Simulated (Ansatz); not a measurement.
## AlN (F-43m):V_N, thermodynamic levels from a 54-atom cell

Wanted: the transition levels of a vacancy in AlN (F-43m), from a cell of 54 host atoms with 1 N taken out.

Main program and level: Ansatz 0.2.0; place-levels on r2SCAN runs: charge-transition levels and formation energies with image-charge correction and potential alignment at the atomic sites; PAW set soft_1.

**1. The structure**

The cell holds 53 atoms: 27 Al and 26 N. Cell: a = 8.991 Å, b = 8.991 Å, c = 8.991 Å, α = 60.0°, β = 60.0°, γ = 60.0°. It derives from AlN (space group F-43m). Nearest the centre at fractional (0.417, 0.417, 0.417): Al32 at 1.84 Å, Al28 at 1.84 Å, Al27 at 1.84 Å, Al44 at 1.84 Å, N24 at 3.00 Å, N16 at 3.00 Å, N10 at 3.00 Å, N12 at 3.00 Å.

Structure file:

```xyz
53
Lattice="0.0000 6.3576 6.3576 6.3576 0.0000 6.3576 6.3576 6.3576 0.0000" Properties=species:S:1:pos:R:3 pbc="T T T"
Al    0.0000    0.0000    0.0000
N     1.0596    1.0596    1.0596
Al    2.1192    2.1192    0.0000
N     3.1788    3.1788    1.0596
Al    4.2384    4.2384    0.0000
N     5.2980    5.2980    1.0596
Al    2.1192    0.0000    2.1192
N     3.1788    1.0596    3.1788
Al    4.2384    2.1192    2.1192
N     5.2980    3.1788    3.1788
Al    6.3576    4.2384    2.1192
N     7.4172    5.2980    3.1788
Al    4.2384    0.0000    4.2384
N     5.2980    1.0596    5.2980
Al    6.3576    2.1192    4.2384
N     7.4172    3.1788    5.2980
Al    8.4768    4.2384    4.2384
N     9.5363    5.2980    5.2980
Al    0.0000    2.1192    2.1192
N     1.0596    3.1788    3.1788
Al    2.1192    4.2384    2.1192
N     3.1788    5.2980    3.1788
Al    4.2384    6.3576    2.1192
N     5.2980    7.4172    3.1788
Al    2.1192    2.1192    4.2384
N     3.1788    3.1788    5.2980
Al    4.2384    4.2384    4.2384
Al    6.3576    6.3576    4.2384
N     7.4172    7.4172    5.2980
Al    4.2384    2.1192    6.3576
N     5.2980    3.1788    7.4172
Al    6.3576    4.2384    6.3576
N     7.4172    5.2980    7.4172
Al    8.4768    6.3576    6.3576
N     9.5363    7.4172    7.4172
Al    0.0000    4.2384    4.2384
N     1.0596    5.2980    5.2980
Al    2.1192    6.3576    4.2384
N     3.1788    7.4172    5.2980
Al    4.2384    8.4768    4.2384
N     5.2980    9.5363    5.2980
Al    2.1192    4.2384    6.3576
N     3.1788    5.2980    7.4172
Al    4.2384    6.3576    6.3576
N     5.2980    7.4172    7.4172
Al    6.3576    8.4768    6.3576
N     7.4172    9.5363    7.4172
Al    4.2384    4.2384    8.4768
N     5.2980    5.2980    9.5363
Al    6.3576    6.3576    8.4768
N     7.4172    7.4172    9.5363
Al    8.4768    8.4768    8.4768
N     9.5363    9.5363    9.5363
```

Screening for the image-charge correction: ε∞ = 4.64, ε0 = 8.51, computed on the host (DFPT, PBEsol, on the r2SCAN cell), and a cell off the functional's own equilibrium shifts the ionic part.

The relaxed host is scaled by −3.0 % along all axes; the dielectric constants are those of the unstrained host.

The cell's shortest repeat is 9.0 Å.

**2. What was run first**

Levels follow from differences of total energies between charge states, each relaxed by itself.

Each atom starts 0.05 Å or so off its site in a random direction: a symmetric start keeps its symmetry, and would miss off-centre moves and Jahn–Teller distortions. Forces are taken at one point at (¼, ¼, ¼). The cell holds 1 electron more than the neutral one, with a uniform background that keeps it neutral on the whole.

The sampling was tested on the host first: at the k-points planned (1x1x1 shifted 0.25 0.25 0.25) its energy lies 0.046 eV an atom from the dense-mesh value, so the final energies take a denser sampling.

One state's input; the others differ in charge, spin, start and seed, and in occupations where the table says so.

qm1.relax/input.yaml reads:

```yaml
crystal:
  lattice:
    - [0.0, 2.11918806, 2.11918806]
    - [2.11918806, 0.0, 2.11918806]
    - [2.11918806, 2.11918806, 0.0]
  atoms:
    - { symbol: Al, position: [0.0, 0.0, 0.0] }
    - { symbol: "N", position: [0.25, 0.25, 0.25] }
  supercell: [3, 3, 3]
  defects: [{ vacancy: 27 }]
total_charge: -1
basis:
  ecutwfc: 500
  xc_grid: 2
hamiltonian:
  xc: r2scan
  pseudopotentials: { kind: paw, azcp: { folder: soft_1 } }
kpoints:
  mp_grid: { grid: [1, 1, 1], shift: [0.25, 0.25, 0.25] }
scf:
  occupations: { method: fixed }
  max_iter: 100
output:
  forces: true
  charged_corrections: { epsilon: 4.64, static_epsilon: 8.51 }
relax:
  f_tol: 0.02
  max_steps: 80
  random_displacement: { amplitude: 0.05, seed: 7202 }
checkpoint:
  write: "../qm1.relax.run"
  compress: false
  write_wavefunctions: true
  write_every: 100000
```

The run is started by

```
> ansatz run input.yaml --threads 4 --pin off --max-ram 7536MiB --backend cpu --events-out ev --progress --plain --runs-dir out
```

Defect states can disperse in a cell of this size, so the energy is taken again at a 2×2×2 shifted mesh, on the relaxed structure.

The run of this state that the levels use, under r2SCAN:

qm1.point/input.yaml reads:

```yaml
crystal:
  checkpoint: "../qm1.relax.run"
  host: checkpoint
total_charge: -1
basis:
  ecutwfc: 500
  xc_grid: 2
hamiltonian:
  xc: r2scan
  pseudopotentials: { kind: paw, azcp: { folder: soft_1 } }
kpoints:
  mp_grid: { grid: [2, 2, 2], shift: [0.5, 0.5, 0.5] }
scf:
  occupations: { method: fermi_dirac, width: 0.01 }
  max_iter: 100
output:
  forces: true
  eigenvalues: true
  charged_corrections:
    epsilon: 4.64
    static_epsilon: 8.51
    defect_position: [0.416667, 0.416667, 0.416667]
  eigenstates: { localisation: true }
  populations: true
  band_densities: [{ bands: [v1, v1] }, { bands: [c1, c1] }]
  write_density: true
  write_potential: true
  volumetric_format: npy
checkpoint:
  read: "../qm1.relax.run"
  write: "../qm1.point.run"
  compress: false
  write_wavefunctions: false
  write_every: 100000
```

Relaxations under r2SCAN at one point at (¼, ¼, ¼); times on 4 threads of Arm Neoverse V2, shared host:

```tsv
charge	moment (μB)	occupations	outcome	steps	largest displacement against the far atoms (Å)	time
−1	0	fixed	converged	13	0.19	77 s
0	1	fixed	converged	7	0.10	2.1 min
+1	0	fixed	converged	5	0.02	35 s
+2	1	fixed	converged	12	0.16	3.8 min
+3	0	fixed	not converged	-	-	48 s
+3	0	fermi-dirac	converged	10	0.32	78 s
+3	2	fixed	converged	9	0.15	2.9 min
```

Single points under r2SCAN at a 2×2×2 shifted mesh; times on 4 threads of Arm Neoverse V2, shared host:

```tsv
charge	moment (μB)	occupations	outcome	time
−1	0	fermi-dirac	converged	41 s
0	1	fermi-dirac	converged	97 s
+1	0	fermi-dirac	converged	36 s
+2	1	fermi-dirac	converged	87 s
+3	0	fermi-dirac	converged	35 s
+3	2	fermi-dirac	converged	91 s
```

Distances (Å) from the ideal centre to the nearest atoms after relaxation with r2SCAN:

```tsv
charge	moment (μB)	1.	2.	3.	4.	5.	6.
−1	0	Al 1.69	Al 1.75	Al 1.75	Al 1.80	N 2.93	N 2.93
0	1	Al 1.77	Al 1.78	Al 1.78	Al 1.82	N 2.94	N 2.95
+1	0	Al 1.85	Al 1.85	Al 1.85	Al 1.85	N 2.97	N 2.98
+2	1	Al 1.98	Al 1.99	Al 1.99	Al 2.00	N 2.98	N 2.98
+3	0	Al 2.14	Al 2.15	Al 2.15	Al 2.15	N 2.98	N 2.98
+3	2	Al 1.98	Al 1.98	Al 1.99	Al 1.99	N 2.98	N 2.98
```

**3. place-levels, r2SCAN**

A charged cell interacts with its images and the background, and its potential has another zero than the host's. place-levels removes the first by a point-charge model, screened by the static dielectric constant since the ions have relaxed around the charge, and the second by comparing potentials at atoms far from the defect.

The host is a run of the defect-free crystal in the same cutoffs, grids and k-points, so that basis and sampling errors cancel in part in the differences. The host is run in a cell of 2 atoms on a matching mesh. Its band edges are searched through the zone by a band path, so the gap is smaller than, or equal to, that on the mesh. Chemical potentials are energies per atom of N (N2 molecule), run with the same functional and cutoff.

levels.point.yaml reads:

```yaml
host:
  run: host.point.run
states: [qm1.point.run, q0_M1.point.run, qp1.point.run, qp2_M1.point.run, qp3.point.run, qp3_M2.point.run]
geometry_from:
  qm1.point.run: qm1.relax.run
  q0_M1.point.run: q0_M1.relax.run
  qp1.point.run: qp1.relax.run
  qp2_M1.point.run: qp2_M1.relax.run
  qp3.point.run: qp3.relax_smeared.run
  qp3_M2.point.run: qp3_M2.relax.run
  host.point.run: host.relax.run
chemical_potentials:
  "N":
    energy: -384.814403
    dataset: "<sha256 of the dataset>"
epsilon: 4.64
static_epsilon: 8.51
vertical:
  - { from: qm1.point.run, to: qm1.point_neutral.run }
  - { from: qp1.point.run, to: qp1.point_neutral.run }
  - { from: qp2_M1.point.run, to: qp2_M1.point_neutral.run }
  - { from: qp3.point.run, to: qp3.point_neutral.run }
  - { from: qp3_M2.point.run, to: qp3_M2.point_neutral.run }
```

The run is started by

```
> ansatz place-levels levels.point.yaml -- --threads 4 --pin off --max-ram 7536MiB
```

Numbers of over 12 decimals in the logs are rounded to 6 here.

Log:

```text
[... repeated set-up lines and file paths are left out, and long positions are rounded to six places ...]
(+3/+2) 0.688 eV beneath the valence edge, in the valence band
(+2/+1) 0.055 eV beneath the valence edge, in the valence band
(+1/0) 3.656 eV above the valence edge, 0.330 eV under the conduction edge
(0/-1) 4.484 eV above the valence edge (+4.533 eV without the band-filling correction), in the conduction band
formation energy of charge +3: +3.224 eV with the Fermi level at the valence edge
formation energy of charge +2: +2.536 eV with the Fermi level at the valence edge
formation energy of charge +1: +2.480 eV with the Fermi level at the valence edge
formation energy of charge 0: +6.137 eV with the Fermi level at the valence edge
formation energy of charge -1: +10.620 eV with the Fermi level at the valence edge
vertical -1 to 0: no energy, since no alignment is typed
  the change from vertical[0].from (qm1.point.run) to vertical[0].to (qm1.point_neutral.run): by its potential at epsilon 4.64 it stands at 0.421 0.420 0.415, with an rms radius of about 2.2 Å (1.3 1.3 1.2 Å across the planes of the cell's vectors); [...]
vertical +1 to 0: no energy, since no alignment is typed
  the change from vertical[1].from (qp1.point.run) to vertical[1].to (qp1.point_neutral.run): by its potential at epsilon 4.64 it stands at 0.415 0.415 0.415, with an rms radius of about 2.8 Å (1.7 1.6 1.6 Å across the planes of the cell's vectors); [...]
vertical +2 to 0: no energy, since no alignment is typed
  the change from vertical[2].from (qp2_M1.point.run) to vertical[2].to (qp2_M1.point_neutral.run): by its potential at epsilon 4.64 it stands at 0.407 0.407 0.406, with an rms radius of about 2.4 Å (1.4 1.4 1.4 Å across the planes of the cell's vectors); [...]
vertical +3 to 0: no energy, since no alignment is typed
  the change from vertical[3].from (qp3.point.run) to vertical[3].to (qp3.point_neutral.run): by its potential at epsilon 4.64 it stands at 0.399 0.398 0.398, with an rms radius of about 2.0 Å (1.2 1.2 1.2 Å across the planes of the cell's vectors); [...]
vertical +3 to 0: no energy, since no alignment is typed
  the change from vertical[4].from (qp3_M2.point.run) to vertical[4].to (qp3_M2.point_neutral.run): by its potential at epsilon 4.64 it stands at 0.407 0.407 0.407, with an rms radius of about 3.3 Å (1.9 1.9 1.9 Å across the planes of the cell's vectors); [...]
  edges by r2scan, gap 3.986 eV; the host is sampled to repeats of 17.98 Å
  the defect's cells are sampled to repeats of 17.98 Å, like sampling
  charge +3: -24699.5719 eV with its correction of +1.942 eV, at epsilon 8.51, aligned at sites: -0.2680 eV, mean over 19 atomic sites at or beyond 4.50 Å from the host's site at [0.4168, 0.4168, 0.4168] by the defect at [0.4167, 0.4167, 0.4167], with [...]
[...]
of states[2] (qp1.point.run): it parts from the run at its places by a charge that spreads by about 1.7 Å along one vector (1.3 Å or more is wide), by its potential at epsilon 4.64, taken for that of held ions (one typed too small widens it), where the cell [...]
  of states[1] (q0_M1.point.run): its alignment with the host at atomic sites is doubtful: the mean over the far sites moves by -0.0754 eV from their farther parts to their nearer, more than 0.05 eV. [...]
  of states[0] (qm1.point.run): it parts from the run at its places by a charge that spreads by about 1.3 Å along one vector (1.3 Å or more is wide), by its potential at epsilon 4.64, taken for that of held ions (one typed too small widens it), where the cell [...]
  of states[5] (qp3_M2.point.run): it parts from the run at its places by a charge that spreads by about 1.9 Å along one vector (1.3 Å or more is wide), by its potential at epsilon 4.64, taken for that of held ions (one typed too small widens it), where the [...]
  of vertical[0].from (qm1.point.run): its displacements don't fall off away from the defect: farther atoms stand 0.011 Å off the host's places. [...]
  of vertical[0].to (qm1.point_neutral.run): its displacements don't fall off away from the defect: farther atoms stand 0.011 Å off the host's places. [...]
  of vertical[1].from (qp1.point.run): it parts from the run at its places by a charge that spreads by about 1.7 Å along one vector (1.3 Å or more is wide), by its potential at epsilon 4.64, taken for that of held ions (one typed too small widens it), where [...]
  vertical[1].to (qp1.point_neutral.run): levels filled in part (TS 0.001 eV): its energy is of no whole electron's
  of vertical[1].to (qp1.point_neutral.run): its moments are held at its close (magnetization.spin_locking), by a field of 0.018 eV a Bohr magneton, and its energy and levels are of the state that this holds: a run that lets them go can end lower; [...]
  of vertical[2].from (qp2_M1.point.run): stability_check_not_made; [...]
  vertical[2].to (qp2_M1.point_neutral.run): levels filled in part (TS 0.005 eV): its energy is of no whole electron's
  of vertical[2].to (qp2_M1.point_neutral.run): its moments are held at its close (magnetization.spin_locking), by a field of 0.212 eV a Bohr magneton, and its energy and levels are of the state that this holds: a run that lets them go can end lower; [...]
  of vertical[3].from (qp3.point.run): its displacements don't fall off away from the defect: farther atoms stand 0.011 Å off the host's places. [...]
  of vertical[3].to (qp3.point_neutral.run): its displacements don't fall off away from the defect: farther atoms stand 0.011 Å off the host's places. [...]
  vertical[4].from (qp3_M2.point.run): levels filled in part (TS 0.004 eV): its energy is of no whole electron's
  of vertical[4].from (qp3_M2.point.run): its moments are held at its close (magnetization.spin_locking), by a field of 0.163 eV a Bohr magneton, and its energy and levels are of the state that this holds: a run that lets them go can end lower; [...]
  vertical[4].to (qp3_M2.point_neutral.run): levels filled in part (TS 0.004 eV): its energy is of no whole electron's
  of vertical[4].to (qp3_M2.point_neutral.run): its moments are held at its close (magnetization.spin_locking), by a field of 0.190 eV a Bohr magneton, and its energy and levels are of the state that this holds: a run that lets them go can end lower; [...]
```

Wall time 0.55 s (4 threads of Arm Neoverse V2, shared host).

Levels between the charges placed, in eV above the valence top:

```tsv
	gap (eV)	(+3/+2)	(+2/+1)	(+1/0)	(0/−1)
r2SCAN	3.99	-0.69	-0.06	3.66	4.48
```

Corrections by state:

```tsv
charge	moment (μB)	image terms and alignment (eV)	band filling (eV)	ε used	over the lowest of its charge, as the program ranks them, band filling apart (eV)
+3	0.0	1.942	-	8.51	0.000
+2	1.0	0.803	-	8.51	0.000
+1	0.0	0.135	-	8.51	0.000
0	1.0	0.000	-	-	0.000
−1	0.0	0.401	-0.049	8.51	0.000
+3	2.0	1.673	-	8.51	0.359
```

The charged structures listed were also run neutral, and place-levels reads from each pair, by the potential or the spins, how wide the charge is by which they differ; that can be the carrier of either run.

```tsv
charge	rms radius (Å)	spread where it is widest against the cell (Å)	wide from (Å)	reading
+3	2.0	1.16	1.27	narrow
+2	2.4	1.41	1.27	wide
+1	2.8	1.67	1.27	wide
−1	2.2	1.32	1.27	wide
```

The neutral runs of these pairs need not share the spin of the lowest neutral state, and very wide values only mean spread over the cell.

From the program's caveats on the states, each cut to its opening words:

- charge +3: it parts from the run that its charge is read beside by 3 carriers, of which the mean alone is read, by its potential at epsilon 4.64, taken for that of held [...]
- charge +3: its alignment with the host at atomic sites is doubtful: the mean over the far sites moves by -0.5110 eV from their farther parts to their nearer, more than [...]
- charge +3, −1: its displacements don't fall off away from the defect: farther atoms stand 0.011 Å off the host's places
- charge +2 (1 μB): it parts from the run at its places by a charge that spreads by about 1.4 Å along one vector (1.3 Å or more is wide), by its potential at epsilon 4.64, taken [...]
- charge +2 (1 μB): its alignment with the host at atomic sites is doubtful: the mean over the far sites moves by -0.3375 eV from their farther parts to their nearer, more than [...]
- charge +2 (1 μB), 0 (1 μB), +3 (2 μB): flagged: stability check not made
- charge +1: it parts from the run at its places by a charge that spreads by about 1.7 Å along one vector (1.3 Å or more is wide), by its potential at epsilon 4.64, taken [...]
- charge +1: its alignment with the host at atomic sites is doubtful: the mean over the far sites moves by -0.1921 eV from their farther parts to their nearer, more than [...]
- charge 0 (1 μB): its alignment with the host at atomic sites is doubtful: the mean over the far sites moves by -0.0754 eV from their farther parts to their nearer, more than [...]
- charge −1: it parts from the run at its places by a charge that spreads by about 1.3 Å along one vector (1.3 Å or more is wide), by its potential at epsilon 4.64, taken [...]
- charge −1: a band-filling correction moves a carrier to the host's band edge, which changes its energy by -0.049 eV
- charge −1: the host's ions (past the first shell or, of a walk that freed a part, those that it held) aren't shown at rest: they stand up to 0.075 Å off their sites, 0.55 [...]
- charge +3 (2 μB): it parts from the run at its places by a charge that spreads by about 1.9 Å along one vector (1.3 Å or more is wide), by its potential at epsilon 4.64, taken [...]
- charge +3 (2 μB): its alignment with the host at atomic sites is doubtful: the mean over the far sites moves by -0.1792 eV from their farther parts to their nearer, more than [...]

The host's formation energy from the elements is -1.542 eV per atom at this strain; it sets how far the chemical potentials can move.

Limit set by the element alone; other compounds of these elements are not counted. Chemical potentials from the elements' reference states: Al 0.00 eV, N -3.08 eV. Formation energies (Al-rich), with the Fermi level at the valence top and at the conduction bottom (gap 3.99 eV):

```tsv
charge	at valence top (eV)	at conduction bottom (eV)	correction included (eV)
+3	0.14	12.10	1.94
+2	-0.55	7.42	0.80
+1	-0.60	3.38	0.13
0	3.05	3.05	0.00
−1	7.54	3.55	0.35
```

Fermi level (eV), lowest formation energy (eV) and a bar from the least value:
```
     0.00      -0.60 
     0.36      -0.24 ###
     0.72       0.12 ######
     1.09       0.48 #########
     1.45       0.84 ############
     1.81       1.21 ###############
     2.18       1.57 ##################
     2.54       1.93 #####################
     2.90       2.30 ########################
     3.26       2.66 ###########################
     3.62       3.02 ##############################
     3.99       3.05 ##############################
```

Limit set by the element alone; other compounds of these elements are not counted. Chemical potentials from the elements' reference states: N 0.00 eV, Al -3.08 eV. Formation energies (N-rich), with the Fermi level at the valence top and at the conduction bottom (gap 3.99 eV):

```tsv
charge	at valence top (eV)	at conduction bottom (eV)	correction included (eV)
+3	3.22	15.18	1.94
+2	2.54	10.51	0.80
+1	2.48	6.47	0.13
0	6.14	6.14	0.00
−1	10.62	6.63	0.35
```

(Fermi level (eV), lowest formation energy (eV)): (0.00, 2.48), (0.36, 2.84), (0.72, 3.20), (1.09, 3.57), (1.45, 3.93), (1.81, 4.29), (2.18, 4.66), (2.54, 5.02), (2.90, 5.38), (3.26, 5.74), (3.62, 6.10), (3.99, 6.14)

**4. Summary of results**

| Property | Result |
| --- | --- |
| gap of the host | 3.99 eV (r2SCAN) |
| level (plus 3/plus 2) | 0.69 eV below the valence top |
| level (plus 2/plus 1) | 0.06 eV below the valence top |
| level (plus 1/0) | 3.66 eV above the valence top |
| level (0/minus 1) | 4.48 eV above the valence top, past the conduction bottom (4.53 eV above the valence top without the band-filling term) |
| lowest of the charges placed, just above the valence top (0.02 eV) | +1 |
| lowest of the charges placed, just below the conduction bottom (0.02 eV) | 0 |
| lowest formation energy at mid-gap of the charges run, Al-rich | 1.39 eV |
| lowest formation energy at mid-gap of the charges run, N-rich | 4.47 eV |

**Reading.** Of the charges placed (−1, 0, +1, +2 and +3), the lowest changes at 3.66 eV (+1/0) above the valence top, in a gap of 3.99 eV. (+2/+1) lies 0.06 eV from a band edge, less than the doubt on such levels. States placed: +3 at 0 μB and 2 μB; +2 at 1 μB; +1 at 0 μB; 0 at 1 μB; −1 at 0 μB. Other spin states or structures, where not listed, weren't placed. The program finds carriers beyond a band edge of the host and adds a band-filling term at charge −1 (-0.05 eV); steps to such a charge show no bound level, and a defect level inside a band would be read the same way. Corrections reach 1.9 eV, so the cell is small for these charges and their levels are rough. The program doubts the alignment of potentials for at least one state, a sign that the cell is small. Limits: the images are only 9.0 Å apart; r2SCAN makes the gap too small and tends to spread out bound carriers; where a gas molecule sets a chemical potential or the host's formation energy, its binding is uncorrected; force components of up to 0.28 eV/Å remain in a run at the final settings.

[Logs are printed without paths, hosts, clocks, repeated set-up lines and the standing remarks that a program may print on its own settings, such as how far it seeks lower states.]

[Hosts, paths, dates, database ids (printed as entryN), source tags and the programs' standing remarks are cut or masked in the printed files.]

[Where a table of states has a column of steps, it counts the stored structures, which are thinned; the runs took as many ionic steps or more.]

[A defect's name tells the site on which it was built; relaxed atoms can leave that site.]

[For some hosts the program warned that the k-mesh of the response run may be too coarse for force constants and the static dielectric constant; such warnings are not shown here.]
